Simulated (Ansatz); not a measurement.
**BiMo: relaxing a made-up structure**

This structure for BiMo is made up. Its elements were placed in a known structure type with a cell scaled to their sizes. What cell does the guess relax to, and how far off was it?

Calculated with Ansatz 0.2.0; DFT, PBE, plane-wave PAW, files of the set soft_1, scalar-relativistic, no spin, cell and ions relaxed at zero pressure; PAW set soft_1.

**1. Set-up**

The structure is orthorhombic, space group Cmmm (No. 65). The conventional cell has a = 3.658 Å, b = 5.278 Å, c = 5.049 Å, α = 90.00°, β = 90.00°, γ = 90.00°. Nearest to Bi lie 4 Mo at 3.12 Å and 4 Bi at 3.21 Å. Nearest to Mo lie 4 Bi at 3.12 Å and 4 Mo at 3.21 Å. Farther neighbours are not listed.

**2. Relaxing cell and atoms**

The guess takes its coordinates from another compound and its volume from a rule, so the cell and any free coordinates are relaxed together.

File input.yaml:

```yaml
crystal:
  lattice:
    - [1.829, -2.639, 0.0]
    - [1.829, 2.639, 0.0]
    - [0.0, 0.0, 5.049]
  atoms:
    - { symbol: Bi, position: [0.5, 0.5, 0.5] }
    - { symbol: Mo, position: [0.0, 0.0, 0.0] }
kpoints:
  mp_grid: { grid: [9, 9, 5] }
scf:
  occupations: { method: fermi_dirac, width: 0.05 }
hamiltonian:
  xc: pbe
  pseudopotentials: { kind: paw, azcp: { folder: soft_1 } }
relax:
  f_tol: 0.015
  max_steps: 70
  cell: {}
output:
  forces: true
  stress: true
```

On the command line:

```
> ansatz run input.yaml --threads 4 --pin off --max-ram 8192MiB --backend cpu --events-out ev --progress --plain --runs-dir out
```

Numbers of over 12 decimals in the logs are rounded to 6 here.

What it wrote:

```text
Engine: ansatz 0.2.0, aarch64-unknown-linux-gnu
Pseudopotentials: kind: paw
Pseudopotential: Bi, paw, valence charge 15, recommended cutoff 420 eV (normal), soft_1/Bi.paw.azcp
Pseudopotential: Mo, paw, valence charge 14, recommended cutoff 420 eV (normal), soft_1/Mo.paw.azcp
Functional definition: PBE
  parameter kappa = 0.804
  parameter beta = 0.066725
  exchange = pbe_x(kappa = kappa, mu = beta*pi^2/3)
  correlation = pbe_c(beta = beta)
Crystal: 2 atoms, lattice volume = 48.740 Å³
Basis set: ecut = 420 eV, 943 PW (Γ), exchange–correlation on 48×48×72 points (8 copies of the dense FFT grid, shifted against one another)
Bands: 19, of which v1, the nominal top of the filled ones, is band 15 counted from 1 (14 counted from 0)
Symmetry: 8 space group operations
Space group: Cmmm (ITA 65), of the structure as read, at distance tolerance 3.7e-5 Å
k-points: 75 of 405
Non-local potential: Bi, projectors of the file, l = 0: 2, l = 1: 2, l = 2: 2, l = 3: 1
Non-local potential: Mo, projectors of the file, l = 0: 3, l = 1: 2, l = 2: 2, l = 3: 1
PAW form: soft (Blöchl's): semilocal exchange-correlation on the pseudo side does not see the compensation charge
PAW one-centre angular grid: Bi, 590 points (default); XC on 64 Gauss nodes
PAW one-centre angular grid: Mo, 590 points (default); XC on 64 Gauss nodes
Initial density: superposition of atomic densities (chi_scale 0.1, normalization cell, long waves kept (reshape's long-wave potential 0.00 eV rms))
Initial wavefunctions: pseudopotential atomic-orbital guess
Functional: x = pbe(κ = 0.804, μ = 0.219515), c = pbe(β = 0.066725)
SCF iter   1: F=—  HF=-17353.687165 eV  |F-HF|=—  |Δ(HF+E_count)|=         —  Δρ=6.96e-2  dr2=4.03e0  ethr=3.10e-3  ⟨swp⟩=5.9  Hψ=6839  notcnv=0
preconditioner: auto → Kerker (q_TF=auto, 2.502 Å⁻¹)  [metal: Δε(μ)=0.024 eV  Ē_g=15.461 eV  σ=0.050 eV  W_gap=0.12  n_scr=18 (ndim 8)  ℏωp=24.4 eV  f_vac=0.000  D(μ)=2.22/eV (n_scr^D=22)]
SCF iter   2: F=—  HF=-17352.931608 eV  |F-HF|=—  |Δ(HF+E_count)|=   7.56e-1  Δρ=1.90e-2  dr2=2.18e-1  ethr=3.10e-3  ⟨swp⟩=2.2  Hψ=3356  notcnv=0
SCF iter   3: F=—  HF=-17352.902832 eV  |F-HF|=—  |Δ(HF+E_count)|=   2.88e-2  Δρ=1.07e-2  dr2=9.48e-2  ethr=7.51e-4  ⟨swp⟩=2.0  Hψ=1720  notcnv=0
SCF iter   4: F=—  HF=-17352.886470 eV  |F-HF|=—  |Δ(HF+E_count)|=   1.64e-2  Δρ=2.85e-3  dr2=6.39e-3  ethr=3.27e-4  ⟨swp⟩=2.3  Hψ=1955  notcnv=0
SCF iter   5: F=—  HF=-17352.885054 eV  |F-HF|=—  |Δ(HF+E_count)|=   1.42e-3  Δρ=4.04e-4  dr2=9.97e-5  ethr=2.20e-5  ⟨swp⟩=2.3  Hψ=2084  notcnv=0
SCF iter   6: F=—  HF=-17352.885063 eV  |F-HF|=—  |Δ(HF+E_count)|=   9.49e-6  Δρ=1.07e-4  dr2=5.98e-6  ethr=3.44e-7  ⟨swp⟩=2.6  Hψ=2263  notcnv=0
SCF iter   7: F=—  HF=-17352.885063 eV  |F-HF|=—  |Δ(HF+E_count)|=   4.19e-7  Δρ=2.23e-5  dr2=2.43e-7  ethr=2.06e-8  ⟨swp⟩=2.2  Hψ=1758  notcnv=0
SCF iter   8: F=-17352.885063 eV  HF=-17352.885063 eV  |F-HF|=9.38e-9  |Δ(HF+E_count)|=   2.83e-8  Δρ=6.70e-6  dr2=2.09e-8  ethr=3.45e-10  ⟨swp⟩=4.0  Hψ=4550  notcnv=0
SCF 1 converged in 8 iterations: F = -17352.885063 eV  dr2 = 2.09e-8
  greatest PAW one-centre occupation: 0.999 electrons in one spin orbital (limit 2), on the Mo atom at site 1 (counted from 0), in its partial waves of l = 0
relax step   1: F+E_penalty+E_count = -17352.88506343 eV  Δ(F+E_penalty+E_count) = +0.000e0 eV  max|allowed force component| = 3.155e-30 eV/Å  Δτ_max = 0.0000 Å  P = -10.605 GPa  Ω = 48.740 Å³  (8 SCF iters, dr2 threshold 1.00e-7 eV, accepted)
Crystal: 2 atoms, lattice volume = 44.061 Å³
Basis set: ecut = 420 eV, 869 PW (Γ), exchange–correlation on 48×48×72 points (8 copies of the dense FFT grid, shifted against one another)
Initial density: handed on by an earlier stage of this run
Initial wavefunctions: those handed on with the density
iter 1 solved again at ethr=2.69e-5 eV; its pass at ethr=3.10e-3 eV (dr2=7.80e-3 eV) is discarded
SCF iter   1: F=—  HF=-17353.136389 eV  |F-HF|=—  |Δ(HF+E_count)|=         —  Δρ=4.16e-3  dr2=8.31e-3  ethr=2.69e-5  ⟨swp⟩=2.4  Hψ=9313  notcnv=0
preconditioner: auto → Kerker (q_TF=auto, 2.545 Å⁻¹)  [metal: Δε(μ)=0.013 eV  Ē_g=15.534 eV  σ=0.050 eV  W_gap=0.06  n_scr=16 (ndim 8)  ℏωp=25.6 eV  f_vac=0.000  D(μ)=2.20/eV (n_scr^D=22)]
SCF iter   2: F=—  HF=-17353.135326 eV  |F-HF|=—  |Δ(HF+E_count)|=   1.06e-3  Δρ=2.63e-3  dr2=3.35e-3  ethr=2.69e-5  ⟨swp⟩=1.0  Hψ=1425  notcnv=0
SCF iter   3: F=—  HF=-17353.134666 eV  |F-HF|=—  |Δ(HF+E_count)|=   6.60e-4  Δρ=4.06e-4  dr2=8.94e-5  ethr=1.16e-5  ⟨swp⟩=2.0  Hψ=1636  notcnv=0
SCF iter   4: F=—  HF=-17353.134625 eV  |F-HF|=—  |Δ(HF+E_count)|=   4.14e-5  Δρ=1.29e-4  dr2=7.46e-6  ethr=3.08e-7  ⟨swp⟩=2.2  Hψ=1937  notcnv=0
SCF iter   5: F=—  HF=-17353.134624 eV  |F-HF|=—  |Δ(HF+E_count)|=   8.83e-7  Δρ=2.98e-5  dr2=2.40e-7  ethr=2.57e-8  ⟨swp⟩=2.2  Hψ=1924  notcnv=0
SCF iter   6: F=-17353.134624 eV  HF=-17353.134624 eV  |F-HF|=3.28e-8  |Δ(HF+E_count)|=   3.03e-9  Δρ=7.61e-6  dr2=4.46e-8  ethr=6.90e-10  ⟨swp⟩=4.0  Hψ=4335  notcnv=0
SCF 2 converged in 6 iterations: F = -17353.134624 eV  dr2 = 4.46e-8
relax step   2: F+E_penalty+E_count = -17353.13462366 eV  Δ(F+E_penalty+E_count) = -2.496e-1 eV  max|allowed force component| = 3.155e-30 eV/Å  Δτ_max = 0.0000 Å  P = -2.910 GPa  Ω = 44.061 Å³  energy of the carried Pulay correction = +5.207e-4 eV  (6 SCF iters, dr2 threshold 2.00e-7 eV, accepted)
Crystal: 2 atoms, lattice volume = 42.011 Å³
Basis set: ecut = 420 eV, 827 PW (Γ), exchange–correlation on 48×48×72 points (8 copies of the dense FFT grid, shifted against one another)
iter 1 solved again at ethr=3.56e-5 eV; its pass at ethr=3.10e-3 eV (dr2=1.03e-2 eV) is discarded
SCF iter   1: F=—  HF=-17353.207550 eV  |F-HF|=—  |Δ(HF+E_count)|=         —  Δρ=4.77e-3  dr2=1.13e-2  ethr=3.56e-5  ⟨swp⟩=2.3  Hψ=9303  notcnv=0
preconditioner: auto → Kerker (q_TF=auto, 2.565 Å⁻¹)  [metal: Δε(μ)=0.021 eV  Ē_g=15.823 eV  σ=0.050 eV  W_gap=0.10  n_scr=16 (ndim 8)  ℏωp=26.3 eV  f_vac=0.000  D(μ)=3.22/eV (n_scr^D=36)]
SCF iter   2: F=—  HF=-17353.205615 eV  |F-HF|=—  |Δ(HF+E_count)|=   1.93e-3  Δρ=2.66e-3  dr2=3.07e-3  ethr=3.56e-5  ⟨swp⟩=1.1  Hψ=1429  notcnv=0
SCF iter   3: F=—  HF=-17353.204909 eV  |F-HF|=—  |Δ(HF+E_count)|=   7.06e-4  Δρ=9.40e-4  dr2=4.49e-4  ethr=1.06e-5  ⟨swp⟩=1.4  Hψ=1607  notcnv=0
SCF iter   4: F=—  HF=-17353.204805 eV  |F-HF|=—  |Δ(HF+E_count)|=   1.05e-4  Δρ=1.95e-4  dr2=1.49e-5  ethr=1.55e-6  ⟨swp⟩=2.3  Hψ=2030  notcnv=0
SCF iter   5: F=—  HF=-17353.204791 eV  |F-HF|=—  |Δ(HF+E_count)|=   1.34e-5  Δρ=5.16e-5  dr2=6.54e-7  ethr=5.14e-8  ⟨swp⟩=2.3  Hψ=2309  notcnv=0
SCF iter   6: F=-17353.204791 eV  HF=-17353.204791 eV  |F-HF|=8.19e-9  |Δ(HF+E_count)|=   1.18e-7  Δρ=9.01e-6  dr2=3.36e-8  ethr=6.90e-10  ⟨swp⟩=4.0  Hψ=4789  notcnv=0
SCF 3 converged in 6 iterations: F = -17353.204791 eV  dr2 = 3.36e-8
relax step   3: F+E_penalty+E_count = -17353.20479122 eV  Δ(F+E_penalty+E_count) = -7.017e-2 eV  max|allowed force component| = 1.381e-29 eV/Å  Δτ_max = 0.0000 Å  P = +2.383 GPa  Ω = 42.011 Å³  energy of the carried Pulay correction = +7.524e-4 eV  (6 SCF iters, dr2 threshold 2.00e-7 eV, accepted)
[... from here on, the SCF cycles and remarks between the steps are left out ...]
relax step   4: F+E_penalty+E_count = -17353.22115056 eV  Δ(F+E_penalty+E_count) = -1.636e-2 eV  max|allowed force component| = 6.163e-32 eV/Å  Δτ_max = 0.0000 Å  P = +0.872 GPa  Ω = 42.546 Å³  energy of the carried Pulay correction = +6.793e-4 eV  (5 SCF iters, dr2 threshold 2.00e-7 eV, accepted)
relax step   5: F+E_penalty+E_count = -17353.23326157 eV  Δ(F+E_penalty+E_count) = -1.211e-2 eV  max|allowed force component| = 3.353e-30 eV/Å  Δτ_max = 0.0000 Å  P = +0.100 GPa  Ω = 42.991 Å³  energy of the carried Pulay correction = +6.143e-4 eV  (6 SCF iters, dr2 threshold 2.00e-7 eV, accepted)
relax step   6: F+E_penalty+E_count = -17353.23690632 eV  Δ(F+E_penalty+E_count) = -3.645e-3 eV  max|allowed force component| = 3.155e-30 eV/Å  Δτ_max = 0.0000 Å  P = -0.369 GPa  Ω = 43.194 Å³  energy of the carried Pulay correction = +5.906e-4 eV  (5 SCF iters, dr2 threshold 2.00e-7 eV, accepted)
relax step   7: F+E_penalty+E_count = -17353.23798315 eV  Δ(F+E_penalty+E_count) = -1.077e-3 eV  max|allowed force component| = 2.524e-29 eV/Å  Δτ_max = 0.0000 Å  P = -0.198 GPa  Ω = 43.136 Å³  energy of the carried Pulay correction = +5.998e-4 eV  (6 SCF iters, dr2 threshold 2.00e-7 eV, accepted)
relax step   8: F+E_penalty+E_count = -17353.23817526 eV  Δ(F+E_penalty+E_count) = -1.921e-4 eV  max|allowed force component| = 3.254e-30 eV/Å  Δτ_max = 0.0000 Å  P = -0.027 GPa  Ω = 43.055 Å³  energy of the carried Pulay correction = +6.096e-4 eV  (4 SCF iters, dr2 threshold 2.00e-7 eV, accepted)
relax step   9: F+E_penalty+E_count = -17353.23776601 eV  Δ(F+E_penalty+E_count) = +4.093e-4 eV  max|allowed force component| = 3.550e-30 eV/Å  Δτ_max = 0.0000 Å  P = -0.032 GPa  Ω = 43.055 Å³  stress off target by 5.18e-2 GPa  SCF on the basis re-selected at this cell (its energy is not comparable with the rows above)  (6 SCF iters)
relax step  10: F+E_penalty+E_count = -17353.23776950 eV  Δ(F+E_penalty+E_count) = -3.485e-6 eV  max|allowed force component| = 3.550e-30 eV/Å  Δτ_max = 0.0000 Å  P = -0.001 GPa  Ω = 43.046 Å³  energy of the carried Pulay correction = +1.196e-6 eV  (4 SCF iters, dr2 threshold 6.71e-9 eV, accepted)
iter 1 solved again at ethr=2.62e-8 eV; its pass at ethr=3.10e-3 eV (dr2=7.60e-6 eV) is discarded
SCF iter   1: F=—  HF=-17353.237773 eV  |F-HF|=—  |Δ(HF+E_count)|=         —  Δρ=1.41e-6  dr2=7.43e-10  ethr=2.62e-8  ⟨swp⟩=3.7  Hψ=11299  notcnv=0
SCF iter   2: F=—  HF=-17353.237767 eV  |F-HF|=—  |Δ(HF+E_count)|=   5.84e-6  Δρ=9.35e-7  dr2=3.46e-10  ethr=2.56e-12  ⟨swp⟩=2.8  Hψ=2768  notcnv=0
SCF iter   3: F=—  HF=-17353.237767 eV  |F-HF|=—  |Δ(HF+E_count)|=  2.91e-11  Δρ=4.00e-7  dr2=1.18e-10  ethr=1.19e-12  ⟨swp⟩=2.0  Hψ=1668  notcnv=0
SCF iter   4: F=—  HF=-17353.237767 eV  |F-HF|=—  |Δ(HF+E_count)|=  1.09e-11  Δρ=1.71e-7  dr2=2.32e-11  ethr=1.00e-12  ⟨swp⟩=1.0  Hψ=1425  notcnv=0
SCF iter   5: F=-17353.237767 eV  HF=-17353.237767 eV  |F-HF|=3.64e-12  |Δ(HF+E_count)|=  3.64e-12  Δρ=9.70e-8  dr2=7.55e-12  ethr=1.00e-12  ⟨swp⟩=5.0  Hψ=5307  notcnv=0
SCF 11 converged in 5 iterations: F = -17353.237767 eV  dr2 = 7.55e-12
relax step  11: F+E_penalty+E_count = -17353.23776704 eV  Δ(F+E_penalty+E_count) = +2.455e-6 eV  max|allowed force component| = 2.761e-30 eV/Å  Δτ_max = 0.0000 Å  P = -0.001 GPa  Ω = 43.046 Å³  stress off target by 4.12e-3 GPa  SCF on the basis re-selected at this cell (its energy is not comparable with the rows above)  (5 SCF iters)
basis re-selected at this cell: Δ(F+E_penalty+E_count) = +2.455e-6 eV, ΔP = +0.000 GPa vs the last step (what re-selecting the basis moved, of the pressure what is left beyond the Pulay correction that the steps carried, after the strain that the cell walked since its last selection, with what the two solves' SCF thresholds leave and, on support functions, any second-order correction that the steps lacked; it is no m [...]
SCF converged after 5 iterations
Free energy (F): -17353.237767 eV
Harris-Foulkes:  -17353.237767 eV  (|F-HF|=3.64e-12)
Internal energy: -17353.211537 eV  (E = F + TS)
E sigma→0 (E₀):  -17353.224652 eV
Entropy (-TS):   -0.026230 eV (-13.115 meV/atom)
Fermi energy:    16.593461 eV
--- Per-component energies (eV) ---
  E_band       = -127.880684
  E_kinetic    = 676.605412
  E_local      = -1950.979638  (includes V_loc(G=0)·N_el)
  E_nonlocal   = 560.388930
  E_hartree    = 695.904904
  E_xc         = -325.804708
  E_vxc        = -348.405832  (∫ρ·V_xc dr)
  E_paw        = -13877.669310  (= ΣΔE_a)
  E_vpaw       = -457.299592  (= ΣTr[D̂ρ^β])
  E_aug_tail   = 0.000259  (compensation charges beyond the density's cutoff)
  E_ewald      = -3131.657386
  E_smearing   = -0.026230  (= −TS)
  E_closure    = -0.000000  (closes the sum)
  Σ components = -17353.237767   (vs F -17353.237767, Δ=0.00e0)
--- Forces (eV/Å), atoms counted from 1 ---
  atom   1  Bi     0.00000000     0.00000000     0.00000000
  atom   2  Mo     0.00000000     0.00000000     0.00000000
  max |Σ_I F_I| component: 7.10e-30 eV/Å
--- Stress (GPa, compression-positive) ---
        0.000179       0.000000       0.000000
        0.000000      -0.004123       0.000000
        0.000000       0.000000       0.000824
  P = ⅓ Tr σ = -0.0010 GPa (-0.010 kbar)
--- Relaxed structure (9 steps of the walk, 9 accepted, 2 SCFs on fresh bases) ---
  F+E_penalty+E_count = -17353.23776704 eV   max|allowed force component| = 2.761e-30 eV/Å   (the final SCF, on the basis selected at the relaxed cell)
  cell:  # Å, volume = 43.0460 Å³
    - [1.737610, -2.754734, 0.0]
    - [1.737610, 2.754734, 0.0]
    - [0.0, 0.0, 4.496464]
  atoms:
    - { symbol: Bi, position: [0.5, 0.5, 0.5] }
    - { symbol: Mo, position: [0.0, 0.0, 0.0] }
```

Run time: 15 s. Hardware: 4 threads of Arm Neoverse N1, shared host; peak memory 0.44 GiB.

Relaxation path:

```csv
step,energy less that of the first step (eV),largest force component (eV/Å),pressure (GPa),volume (Å³)
1,0.0000,0.0000,-10.61,48.74
2,-0.2496,0.0000,-2.91,44.06
3,-0.3197,0.0000,2.38,42.01
4,-0.3361,0.0000,0.87,42.55
5,-0.3482,0.0000,0.10,42.99
6,-0.3518,0.0000,-0.37,43.19
7,-0.3529,0.0000,-0.20,43.14
8,-0.3531,0.0000,-0.03,43.06
9*,-0.3527,0.0000,-0.03,43.06
10,-0.3527,0.0000,0.00,43.05
11*,-0.3527,0.0000,0.00,43.05
```

Relaxation steps marked * repeat the geometry before them on a plane-wave basis chosen anew for their cell, so energy and pressure can jump there.

Forces are held to the 8 operations that the run works with; a distortion that breaks them can't arise in this run.

```csv
"conventional cell, symmetrised",before,after,change
a (Å),3.658,3.475,-5.0 %
b (Å),5.278,5.509,+4.4 %
c (Å),5.049,4.496,-10.9 %
volume (Å³/atom),24.37,21.52,-11.7 %
```

The relaxed structure:

```xyz
2
Lattice="1.7376 -2.7547 0.0000 1.7376 2.7547 0.0000 0.0000 0.0000 4.4965" Properties=species:S:1:pos:R:3 pbc="T T T"
Bi    1.7376    0.0000    2.2482
Mo    0.0000    0.0000    0.0000
```

This step gave:

| Quantity | Value |
| --- | --- |
| free energy | -17353.2378 eV |
| energy at zero smearing | -17353.2247 eV |
| smearing term TS | 0.02623 eV |
| Fermi energy | 16.59 eV |
| electrons | 29 |
| symmetry operations | 8 |
| pressure | -0.001040 GPa |

Shortest distances by pair of elements, guess and relaxed (not always the same contact):

```csv
pair,guess (Å),relaxed (Å)
Bi–Mo,3.117,2.841
Bi–Bi,3.211,3.257
Mo–Mo,3.211,3.257
```

The relaxation ends with a pressure of 0.00 GPa.

**3. Outcome**

```yaml
space_group_relaxed: Cmmm
conventional_cell: a = 3.475, b = 5.509, c = 4.496 Å; α = 90.0°, β = 90.0°, γ = 90.0°
volume_per_atom: 21.52 Å³ (guess 24.37)
```

**Reading.** BiMo relaxes to Cmmm with a = 3.475, b = 5.509 and c = 4.496 Å. The guessed volume was 13 % too large. The space group Cmmm was held in the relaxation, so the end point is a stationary structure within it and may be a saddle against distortions or other arrangements. Mesh and cutoff weren't tested. A vector of the cell changed its length by 11 %, more than the volume shows. Spin-orbit coupling is left out, which can matter for elements this heavy. No dispersion term is used, so weakly bound directions may come out too long. The runs have no spin, and magnetism wasn't tested. Nothing here tests whether the compound is stable against decomposition.

[Logs are printed without paths, hosts, clocks, repeated set-up lines and the standing remarks that a program may print on its own settings, such as how far it seeks lower states.]

[Hosts, paths, dates, database ids (printed as entryN), source tags and the programs' standing remarks are cut or masked in the printed files.]
